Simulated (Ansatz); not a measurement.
**Rb on Pd(100): change of the work function**

How does one ordered layer of Rb (hollow site) change the work function of Pd(100), and what dipole does each adsorbate carry?

Program: Ansatz 0.2.0. Level of theory: plane-wave DFT, PBE, Ansatz PAW, in the first sound run; inputs show where later runs differ. Values are calculated unless marked as measured.

This is a report of a sequence of runs, with the program logs left out and the cost of each run kept.

## 1. Set-up

The cell holds 4 atoms: 4 Pd. Cell: a = 2.751 Å, b = 2.751 Å, c = 23.835 Å, α = 90.0°, β = 90.0°, γ = 90.0°. Vacuum lies along c.

## 2. The clean slab

The bare slab comes first, as the zero from which every change is counted. The two lowest layers are held at bulk places and the upper ones relax. The dipole correction removes the false field that a one-sided slab makes across the periodic vacuum, so each face gets a flat vacuum level of its own.

File input.yaml:

```yaml
crystal:
  lattice:
    - [2.7506453788, 0.0, 0.0]
    - [0.0, 2.7506453788, 0.0]
    - [0.0, 0.0, 23.835]
  atoms:
    - { symbol: Pd, position: [0.5, 0.5, 0.3775959723] }
    - { symbol: Pd, position: [0.0, 0.0, 0.4591986574] }
    - { symbol: Pd, position: [0.5, 0.5, 0.5408013426] }
    - { symbol: Pd, position: [0.0, 0.0, 0.6224040277] }
kpoints:
  mp_grid: { grid: [11, 11, 1] }
hamiltonian:
  xc: pbe
scf:
  occupations: { method: fermi_dirac, width: 0.1 }
  convergence: { dr2_threshold: 1.0e-08 }
efield:
  axis: 3
  dipole_correction: true
  ramp_position: 0.97
  ramp_width: 0.06
relax:
  f_tol: 0.02
  max_steps: 60
  constraints: [{ sites: [0, 1] }]
output:
  write_potential: true
  write_density: true
  volumetric_format: npy
```

Run with:

```sh
$ ansatz run input.yaml --threads 4 --pin off --max-ram 6144MiB --backend cpu --events-out ev --progress --plain --runs-dir out
```

The job ended after 23 s (4 threads of Arm Neoverse N1, shared host; peak memory 0.53 GiB; 89 s of CPU time).

Step by step:

```
step  energy less that of the first step (eV)  largest force component (eV/Å)
   1                                   0.0000                          0.2005
   2                                  -0.0117                          0.0661
   3                                  -0.0129                          0.0023
```

The run keeps the 8 symmetry operations that the program found, so distortions that break them were not tested.

The atoms that moved most (Å):

| atom | dx | dy | dz | length |
| --- | --- | --- | --- | --- |
| Pd4 | 0.000 | 0.000 | 0.097 | 0.097 |
| Pd3 | 0.000 | 0.000 | 0.060 | 0.060 |

Read from the output:

| Item | Value |
| --- | --- |
| energy at zero smearing | -27889.9538 eV |
| work function, upper face | 5.104 eV |
| dipole along the normal | -1.27e-4 e·Å |

Running mean over 1.945 Å of the planar mean; the ramp of the sawtooth is left out. Table of electron's electrostatic potential energy less the Fermi level by z:

| z (Å) | electron's electrostatic potential energy less the Fermi level (eV) |
| --- | --- |
| 3 | 5.10 |
| 4 | 5.10 |
| 5 | 5.10 |
| 6 | 5.06 |
| 7 | 4.54 |
| 8 | -1.67 |
| 9 | -8.07 |
| 10 | -8.46 |
| 11 | -8.49 |
| 12 | -8.02 |
| 13 | -8.43 |
| 14 | -8.05 |
| 15 | -7.89 |
| 16 | -0.965 |
| 17 | 4.64 |
| 18 | 5.07 |
| 19 | 5.10 |
| 20 | 5.10 |

The relaxation took 3 steps and lowered the energy by 0.013 eV; the largest force on the free atoms ends at 0.0023 eV/Å.

The work function of the upper face is 5.10 eV.

## 3. Adsorbate added

System of this step: Rb/Pd(100). The cell holds 17 atoms: 16 Pd and 1 Rb. Its edges and angles: a = 5.501 Å, b = 5.501 Å, c = 27.161 Å, α = 90.0°, β = 90.0°, γ = 90.0°. Vacuum lies along c.

The clean slab as it ended is repeated in the plane and the adsorbate is set on one face; the cell's size fixes the coverage, and the k-mesh shrinks with it to keep the sampling density about even. Adsorbate and upper layers relax, since the dipole depends on the height.

File input.yaml:

```yaml
crystal:
  lattice:
    - [5.5012907576, 0.0, 0.0]
    - [0.0, 5.5012907576, 0.0]
    - [0.0, 0.0, 27.161201975]
  atoms:
    - { symbol: Pd, position: [0.25, 0.25, 0.331354997] }
    - { symbol: Pd, position: [0.0, 0.0, 0.4029644936] }
    - { symbol: Pd, position: [0.25, 0.25, 0.4767815372] }
    - { symbol: Pd, position: [0.0, 0.0, 0.5497641076] }
    - { symbol: Pd, position: [0.25, 0.75, 0.331354997] }
    - { symbol: Pd, position: [0.0, 0.5, 0.4029644936] }
    - { symbol: Pd, position: [0.25, 0.75, 0.4767815372] }
    - { symbol: Pd, position: [0.0, 0.5, 0.5497641076] }
    - { symbol: Pd, position: [0.75, 0.25, 0.331354997] }
    - { symbol: Pd, position: [0.5, 0.0, 0.4029644936] }
    - { symbol: Pd, position: [0.75, 0.25, 0.4767815372] }
    - { symbol: Pd, position: [0.5, 0.0, 0.5497641076] }
    - { symbol: Pd, position: [0.75, 0.75, 0.331354997] }
    - { symbol: Pd, position: [0.5, 0.5, 0.4029644936] }
    - { symbol: Pd, position: [0.75, 0.75, 0.4767815372] }
    - { symbol: Pd, position: [0.5, 0.5, 0.5497641076] }
    - { symbol: Rb, position: [0.25, 0.25, 0.668645003] }
kpoints:
  mp_grid: { grid: [6, 6, 1] }
hamiltonian:
  xc: pbe
scf:
  occupations: { method: fermi_dirac, width: 0.1 }
  convergence: { dr2_threshold: 1.0e-08 }
efield:
  axis: 3
  dipole_correction: true
  ramp_position: 0.97
  ramp_width: 0.06
relax:
  f_tol: 0.02
  max_steps: 60
  constraints: [{ sites: [0, 1, 4, 5, 8, 9, 12, 13] }]
output:
  bader: true
  dos: { projected: true, e_range: [-8, 4] }
  write_potential: true
  write_density: true
  volumetric_format: npy
  elf: true
```

Elapsed: 8.7 min, on 4 threads; peak memory 3.6 GiB.

Step by step:

```
step  energy less that of the first step (eV)  largest force component (eV/Å)
   1                                   0.0000                          0.6803
   2                                  -0.0803                          0.6203
   3                                  -0.1924                          0.4056
   4                                  -0.2449                          0.0851
   5                                  -0.2485                          0.0266
   6                                  -0.2488                          0.0018
```

The run keeps the 8 symmetry operations that the program found, so distortions that break them were not tested.

The atoms that moved most (Å):

```csv
atom,dx,dy,dz,length
Rb17,0.000,0.000,-0.566,0.566
Pd4,-0.009,-0.009,0.015,0.020
Pd12,0.009,-0.009,0.015,0.020
Pd8,-0.009,0.009,0.015,0.020
Pd16,0.009,0.009,0.015,0.020
Pd3,0.000,0.000,0.019,0.019
Pd15,0.000,0.000,-0.010,0.010
Pd11,0.000,0.000,0.007,0.007
```

This step gave:

| Item | Value |
| --- | --- |
| energy at zero smearing | -114828.6245 eV |
| work function, upper face | 1.510 eV |
| work function, lower face | 5.100 eV |
| dipole along the normal | 0.6005 e·Å |
| step between the vacuum levels | -3.591 eV |

Running mean over 1.945 Å of the planar mean; the ramp of the sawtooth is left out. Table of electron's electrostatic potential energy less the Fermi level by z:

| z (Å) | electron's electrostatic potential energy less the Fermi level (eV) |
| --- | --- |
| 3.5 | 5.10 |
| 4.0 | 5.10 |
| 4.5 | 5.10 |
| 5.0 | 5.10 |
| 5.5 | 5.09 |
| 6.0 | 5.06 |
| 6.5 | 4.95 |
| 7.0 | 4.53 |
| 7.5 | 2.73 |
| 8.0 | -1.67 |
| 8.5 | -6.20 |
| 9.0 | -8.07 |
| 9.5 | -8.39 |
| 10.0 | -8.45 |
| 10.5 | -8.49 |
| 11.0 | -8.46 |
| 11.5 | -8.14 |
| 12.0 | -7.93 |
| 12.5 | -8.20 |
| 13.0 | -8.41 |
| 13.5 | -8.17 |
| 14.0 | -7.98 |
| 14.5 | -8.11 |
| 15.0 | -7.97 |
| 15.5 | -6.04 |
| 16.0 | -2.10 |
| 16.5 | 0.135 |
| 17.0 | -0.748 |
| 17.5 | -1.78 |
| 18.0 | -1.98 |
| 18.5 | -0.925 |
| 19.0 | 0.561 |
| 19.5 | 1.17 |
| 20.0 | 1.35 |
| 20.5 | 1.42 |
| 21.0 | 1.46 |
| 21.5 | 1.48 |
| 22.0 | 1.50 |
| 22.5 | 1.50 |
| 23.0 | 1.51 |
| 23.5 | 1.51 |
| 24.0 | 1.51 |

The density of states has structure finer than the step of the table below, so its rows give means over 0.25 eV. Peaks (eV: height): -2.380: 79.8, -2.200: 59.1, -1.500: 58.1, -0.990: 48.3, -0.540: 48.7, -0.030: 70.2, 0.030: 54.7.

The density of states by energy, zero at the Fermi level; means over each step:

```
energy (eV)  density of states (states/eV a cell)
      -6.75                                     0
      -6.50                                0.0219
      -6.25                                  1.04
      -6.00                                  1.14
      -5.75                                  1.33
      -5.50                                  1.44
      -5.25                                  1.66
      -5.00                                  3.88
      -4.75                                  15.5
      -4.50                                  26.8
      -4.25                                  31.2
      -4.00                                  30.1
      -3.75                                  30.4
      -3.50                                  27.6
      -3.25                                  26.6
      -3.00                                  26.5
      -2.75                                  27.8
      -2.50                                  34.7
      -2.25                                  45.1
      -2.00                                  29.0
      -1.75                                  34.0
      -1.50                                  40.8
      -1.25                                  30.0
      -1.00                                  43.5
      -0.75                                  34.7
      -0.50                                  42.8
      -0.25                                  36.7
       0.00                                  38.6
       0.25                                  9.76
       0.50                                  7.33
       0.75                                  5.73
       1.00                                  6.28
       1.25                                  5.74
       1.50                                  6.71
       1.75                                  6.03
```

Projected DOS per atom over height of the atomic layer and energy from the Fermi level. Layers: Pd4 Pd4 Pd4 Pd4 Rb from below.

Values in states/eV, 22 rows by 5 columns, each cell a mean:
```
0.02 0.03 0.03 0.03 0.28
0.05 0.06 0.07 0.05 0.32
0.08 0.09 0.10 0.08 0.56
0.37 0.23 0.25 0.34 0.61
1.84 2.22 2.09 1.48 0.38
2.72 2.16 1.99 2.54 0.19
2.79 1.64 2.03 2.78 0.41
2.51 1.69 1.76 2.56 0.21
2.36 1.05 1.20 2.56 0.16
2.55 2.60 2.46 2.67 0.14
1.58 1.78 1.82 1.70 0.04
1.49 1.54 1.62 1.73 0.04
1.65 1.85 1.92 1.72 0.06
1.17 2.53 2.37 1.02 0.16
0.58 2.14 1.93 0.48 0.15
0.05 0.17 0.15 0.05 0.06
0.02 0.02 0.02 0.01 0.03
0.01 0.01 0.00 0.01 0.03
0.00 0.00 0.00 0.00 0.01
0.00 0.00 0.00 0.00 0.00
0.00 0.00 0.00 0.00 0.00
0.00 0.00 0.00 0.00 0.00
```
Columns: height of the atomic layer (Å) from 9 to 17.6 (not evenly spaced); rows upwards: energy from the Fermi level (eV) from -7.96 to 1.95.

ELF in the ca plane at fractional y = 0.250, with atoms of Pd and Rb within 0.2 Å of it. It is the smooth field of the valence electrons, not physical close to the nuclei.

Values, 8 rows by 16 columns, each cell a mean:
```
0.29 0.25 0.19 0.20 0.29 0.25 0.19 0.20 0.11 0.05 0.03 0.02 0.04 0.02 0.01 0.00
0.45 0.42 0.17 0.19 0.44 0.42 0.18 0.16 0.12 0.04 0.02 0.03 0.03 0.02 0.01 0.00
0.45 0.40 0.17 0.19 0.44 0.39 0.18 0.17 0.12 0.03 0.01 0.02 0.03 0.02 0.01 0.00
0.23 0.22 0.20 0.20 0.23 0.22 0.20 0.21 0.10 0.15 0.09 0.02 0.04 0.03 0.01 0.00
0.29 0.25 0.19 0.20 0.29 0.25 0.20 0.19 0.27 0.79 0.53 0.05 0.04 0.05 0.01 0.00
0.45 0.42 0.17 0.19 0.44 0.42 0.18 0.14 0.54 0.48 0.76 0.12 0.04 0.06 0.02 0.00
0.45 0.40 0.17 0.19 0.44 0.39 0.18 0.15 0.49 0.66 0.73 0.10 0.04 0.06 0.02 0.00
0.23 0.22 0.20 0.20 0.23 0.22 0.20 0.21 0.18 0.65 0.40 0.04 0.04 0.04 0.01 0.00
```
Columns run along c (16.0 Å, from fractional 0.30 to 0.89 of the cell), rows up along a (5.5 Å). Atoms in or near the plane, at fractional coordinates: Pd at (0.33, 0.25), Pd at (0.48, 0.25), Pd at (0.33, 0.75), Pd at (0.48, 0.75), Rb at (0.65, 0.25).

Electrostatic potential energy in the ca plane at fractional y = 0.250, with atoms of Pd and Rb within 0.2 Å of it. With pseudopotentials it is smooth inside the atoms' cores, unlike the true potential.

Ten even steps from '0' (-60 eV) to '9' (8 eV), each cell a mean:
```
98889999999988999999999999999999999999999999
85458999999754689999999999999999999999999999
52025999998510269999999999999999999999999999
40004899998400158999999999999999999999999999
52025999998510269999999999999999999999999999
85458999999854689999999999999999999999999999
98889999999988999999999999999999999999999999
99999999999999999999999999899999999999999999
87678999999877799999999987678999999999999999
63236999999632379999999851037899999999999999
51015899998400158999999710006899999999999999
51015899998400158999999720006899999999999999
73237999999632479999999851037899999999999999
87778999999877799999999987678999999999999999
99999999999999999999999999899999999999999999
```
Columns run along c (16.0 Å, from fractional 0.30 to 0.89 of the cell; values clipped at the 3rd and 97th percentile), rows up along a (5.5 Å). Atoms in or near the plane, at fractional coordinates: Pd at (0.33, 0.25), Pd at (0.48, 0.25), Pd at (0.33, 0.75), Pd at (0.48, 0.75), Rb at (0.65, 0.25).

Valence density in the ca plane at fractional y = 0.250, with atoms of Pd and Rb within 0.2 Å of it. It is the smooth field of the valence electrons, not physical close to the nuclei.

Values in units of 1e0 e/Å³, 8 rows by 16 columns, each cell a mean:
```
1.0 0.8 0.2 0.2 1.1 0.7 0.2 0.1 0.0 0.0 0.0 0.0 0.0 0.0 0.0 0.0
7.1 5.2 0.2 0.3 7.5 4.8 0.2 0.1 0.0 0.0 0.0 0.0 0.0 0.0 0.0 0.0
5.2 3.8 0.2 0.3 5.5 3.4 0.2 0.1 0.0 0.0 0.0 0.0 0.0 0.0 0.0 0.0
0.4 0.4 0.2 0.2 0.5 0.4 0.2 0.2 0.0 0.0 0.0 0.0 0.0 0.0 0.0 0.0
1.0 0.8 0.2 0.2 1.1 0.7 0.2 0.2 0.2 0.8 0.2 0.0 0.0 0.0 0.0 0.0
7.1 5.2 0.2 0.3 7.4 4.9 0.2 0.1 0.7 1.8 0.8 0.0 0.0 0.0 0.0 0.0
5.2 3.8 0.2 0.2 5.4 3.5 0.2 0.1 0.5 1.8 0.6 0.0 0.0 0.0 0.0 0.0
0.4 0.4 0.2 0.2 0.5 0.4 0.2 0.2 0.1 0.4 0.1 0.0 0.0 0.0 0.0 0.0
```
Columns run along c (16.0 Å, from fractional 0.30 to 0.89 of the cell), rows up along a (5.5 Å). Atoms in or near the plane, at fractional coordinates: Pd at (0.33, 0.25), Pd at (0.48, 0.25), Pd at (0.33, 0.75), Pd at (0.48, 0.75), Rb at (0.65, 0.25).

The relaxation took 6 steps and lowered the energy by 0.25 eV; the largest force on the free atoms ends at 0.0018 eV/Å.

By hand: a sheet of dipoles makes a step −p/(ε₀A) in the electron's potential. With e/ε₀ = 180.95 V·Å, p = 0.6005 e·Å and A = 30.26 Å², that is −180.95 × (0.6005) / 30.26 = -3.591 eV, and the two vacuum levels of the run differ by -3.591 eV.

The covered face has 1.51 eV, -3.59 eV against the clean one; the bare back face has moved by -0.00 eV, a measure of how thin the slab is.

## 4. Work function against coverage

This step: plane-wave DFT, PBE, Ansatz PAW; work function against coverage (Ansatz 0.2.0).

The runs are now put side by side.

Numbers from this step:

```
work function of the clean face     : 5.104 eV
largest change of the work function : -3.595 eV
```

Table of work function of the covered face by coverage:

```csv
coverage (adsorbates/nm²),work function of the covered face (eV)
0.00,5.10
3.30,1.51
```

The dipole per adsorbate comes from the change of the cell's dipole. Coverage, by row:

```
coverage (1/nm²)  coverage (ML)  work function (eV)  change (eV)  dipole per adsorbate, positive end outwards (debye)  mean height of the added atoms over the highest substrate atom (Å)
           3.304           0.25                1.51       -3.595                                                2.887                                                               2.649
```

## 5. The covered slab, atoms frozen

This step: plane-wave DFT, PBE, Ansatz PAW (Ansatz 0.2.0).

To see where the charge goes, the covered slab, the bare substrate and the adsorbate layer are each run at the same frozen positions and on the same grid.

File input.yaml:

```yaml
crystal:
  lattice:
    - [5.5012907576, 0.0, 0.0]
    - [0.0, 5.5012907576, 0.0]
    - [0.0, 0.0, 27.161201975]
  atoms:
    - { symbol: Pd, position: [0.25, 0.25, 0.331354997] }
    - { symbol: Pd, position: [0.0, 0.0, 0.4029644936] }
    - { symbol: Pd, position: [0.25, 0.25, 0.4774632987] }
    - { symbol: Pd, position: [-0.0017250585, -0.0017250585, 0.5503036375] }
    - { symbol: Pd, position: [0.25, 0.75, 0.331354997] }
    - { symbol: Pd, position: [0.0, 0.5, 0.4029644936] }
    - { symbol: Pd, position: [0.25, 0.75, 0.4770272609] }
    - { symbol: Pd, position: [-0.0017250585, 0.5017250585, 0.5503036375] }
    - { symbol: Pd, position: [0.75, 0.25, 0.331354997] }
    - { symbol: Pd, position: [0.5, 0.0, 0.4029644936] }
    - { symbol: Pd, position: [0.75, 0.25, 0.4770272609] }
    - { symbol: Pd, position: [0.5017250585, -0.0017250585, 0.5503036375] }
    - { symbol: Pd, position: [0.75, 0.75, 0.331354997] }
    - { symbol: Pd, position: [0.5, 0.5, 0.4029644936] }
    - { symbol: Pd, position: [0.75, 0.75, 0.4764080181] }
    - { symbol: Pd, position: [0.5017250585, 0.5017250585, 0.5503036375] }
    - { symbol: Rb, position: [0.25, 0.25, 0.6478246082] }
kpoints:
  mp_grid: { grid: [6, 6, 1] }
hamiltonian:
  xc: pbe
scf:
  occupations: { method: fermi_dirac, width: 0.1 }
  convergence: { dr2_threshold: 1.0e-08 }
efield:
  axis: 3
  dipole_correction: true
  ramp_position: 0.97
  ramp_width: 0.06
output:
  write_potential: true
  write_density: true
  volumetric_format: npy
```

Elapsed: 1.9 min, on 4 threads; peak memory 3.5 GiB.

This step gave:

```
energy at zero smearing        : -114828.6247 eV
work function, upper face      : 1.516 eV
dipole along the normal        : 0.5996 e·Å
step between the vacuum levels : -3.585 eV
```

The work function of the upper face is 1.52 eV.

## 6. The substrate alone

System of this step: Rb/Pd(100), substrate alone, atoms held. The cell holds 16 atoms: 16 Pd. Cell: a = 5.501 Å, b = 5.501 Å, c = 27.161 Å, α = 90.0°, β = 90.0°, γ = 90.0°. Vacuum lies along c.

The second part, atoms unmoved.

input.yaml, as its differences from that of step 5:

```diff
@@ -22,3 +22,2 @@
     - { symbol: Pd, position: [0.5017250585, 0.5017250585, 0.5503036375] }
-    - { symbol: Rb, position: [0.25, 0.25, 0.6478246082] }
 kpoints:
```

Elapsed: 1.7 min, on 4 threads; peak memory 3.3 GiB.

This step gave:

- energy at zero smearing: -111559.8274 eV
- work function, upper face: 5.100 eV
- dipole along the normal: -6.10e-4 e·Å

The work function of the upper face is 5.10 eV.

## 7. The adsorbate layer alone

System of this step: Rb/Pd(100), adsorbate layer alone, atoms held. The cell holds 1 atom: 1 Rb. Cell: a = 5.501 Å, b = 5.501 Å, c = 27.161 Å, α = 90.0°, β = 90.0°, γ = 90.0°. Vacuum lies along c.

The third part; a free layer of atoms may carry a moment, so spin is on.

input.yaml, the sections that differ from step 6:

```yaml
crystal:
  lattice:
    - [5.5012907576, 0.0, 0.0]
    - [0.0, 5.5012907576, 0.0]
    - [0.0, 0.0, 27.161201975]
  atoms:
    - { symbol: Rb, position: [0.25, 0.25, 0.6478246082], spin: 1.0 }
magnetization:
  spin_polarized: true
# kpoints, hamiltonian, scf, efield, output: as in step 6
```

Wall time 16 s (4 threads); peak memory 0.94 GiB; 61 s of CPU time.

Read from the output:

```
energy at zero smearing   : -3266.9979 eV
work function, upper face : 2.383 eV
dipole along the normal   : 1.39e-5 e·Å
```

At this spacing and smearing the free layer keeps no moment.

## 8. Where the charge went

This step: plane-wave DFT, PBE, Ansatz PAW; density difference on adsorption (Ansatz 0.2.0).

The densities of the parts are taken from that of the whole and averaged over planes; the first moment of what is left gives the step in the potential.

This step gave:

```yaml
largest_charge_moved: 0.009126 e/Å²
potential_step_from_the_moved_charge: -3.589 eV
```

The electron density difference oscillates, so the rows of the table below give means over 1 Å (shorter at the two ends). Its distinct maxima (Å: e/Å³): 12.6: 0.00135, 13.3: 0.00152, 15.0: 0.00107, 16.0: 0.0136. Distinct minima: 13.0: -0.00155, 14.6: -0.00247, 15.3: -0.00328, 17.7: -0.00369.

Planar mean, whole system less its parts. Electron density difference against z; means over each step:

| z (Å) | electron density difference (e/Å³) |
| --- | --- |
| 5 | 2.2e-7 |
| 6 | 1.9e-6 |
| 7 | 1.0e-5 |
| 8 | -1.2e-5 |
| 9 | -2.1e-5 |
| 10 | 2.2e-5 |
| 11 | 2.0e-5 |
| 12 | 2.1e-5 |
| 13 | 2.1e-4 |
| 14 | -0.00147 |
| 15 | -9.1e-4 |
| 16 | 0.0102 |
| 17 | -7.1e-4 |
| 18 | -0.00277 |
| 19 | -0.00245 |
| 20 | -0.00161 |
| 21 | -4.3e-4 |
| 22 | -7.1e-5 |
| 23 | -3.3e-6 |
| 24 | 3.1e-6 |
| 25 | 1.6e-6 |
| 26 | 5.1e-7 |

Planar mean, whole system less its parts. The electrons moved below z by z:

z (Å), electrons moved below z (e/Å²) and a bar from the least value:
```
        6    0.00000 #####
        7    0.00001 #####
        8    0.00002 #####
        9    0.00001 #####
       10   -0.00007 ####
       11   -0.00003 ####
       12   -0.00004 ####
       13   -0.00008 ####
       14   -0.00030 ####
       15   -0.00156 
       16    0.00363 ###############
       17    0.00874 ##############################
       18    0.00540 ####################
       19    0.00325 ##############
       20    0.00099 #######
       21    0.00018 #####
       22    0.00001 #####
       23   -0.00001 #####
       24    0.00000 #####
       25    0.00000 #####
       26    0.00000 #####
```

(Part 1 of 2 ends here.)

[Long decimals in the printed logs are rounded to 6 places.]

[Logs are printed without paths, hosts, clocks, repeated set-up lines and the standing remarks that a program may print on its own settings, such as how far it seeks lower states.]

[Hosts, paths, dates, database ids (printed as entryN), source tags and the programs' standing remarks are cut or masked in the printed files.]

[Maps of the electrostatic potential energy from Ansatz leave out the sawtooth potential of an applied field or a dipole correction, so their vacuum need not be flat; planar profiles and work functions include it.]

[The density of states shown here was stored with 400 of the rows of the run's finer table, so its peaks can read low, often by over a quarter, or be missed, and its means over a window can be off by a tenth or more.]
